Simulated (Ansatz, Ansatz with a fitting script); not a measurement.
Planning a run of Ansatz 0.2.0 on CdS (Greenockite). The input:

```yaml
crystal:
  lattice:
    - [4.1438683056, 0.0, 0.0]
    - [-2.0719341528, 3.5886952226, 0.0]
    - [0.0, 0.0, 6.7362897817]
  atoms:
    - { symbol: Cd, position: [0.3333333333, 0.6666666667, -0.000859057] }
    - { symbol: Cd, position: [0.6666666667, 0.3333333333, 0.499140943] }
    - { symbol: S, position: [0.3333333333, 0.6666666667, 0.375859057] }
    - { symbol: S, position: [0.6666666667, 0.3333333333, 0.875859057] }
kpoints:
  mp_grid: { grid: [4, 4, 2] }
hamiltonian:
  xc: lda
  pseudopotentials: { kind: paw, source: ansatz, frozen_core: stored }
scf:
  occupations: { method: fixed }
  lower_state_search: "off"
  convergence: { dr2_threshold: 1.0e-09 }
output:
  embedding: [{ level: hf }]
basis:
  ecutwfc: 1000
```

The database entry behind the starting cell differs from later determinations by our own check (about 0.35 % long), so it need not match the best structure at ambient conditions.

```sh
ansatz run input.yaml --threads 8 --pin off --max-ram 18432MiB --backend cpu --events-out ev --progress --plain --runs-dir out
```

**Question.** Estimate wall time and host memory on 8 threads of Arm Neoverse V2, shared host.

It took 42 s; on shared hardware allow 21 s to 84 s. Peak host memory was 0.91 GiB.

[Paths, hosts, dates, memory and timing lines, banners, echoed tables and standing remarks are left out of the program output.]

[Logs are printed without paths, hosts, clocks, repeated set-up lines and the standing remarks that a program may print on its own settings, such as how far it seeks lower states.]

[Runs of the session that timed out or met a known fault of the program may be left out.]

[Hosts, paths, dates, database ids (printed as entryN), source tags and the programs' standing remarks are cut or masked in the printed files.]
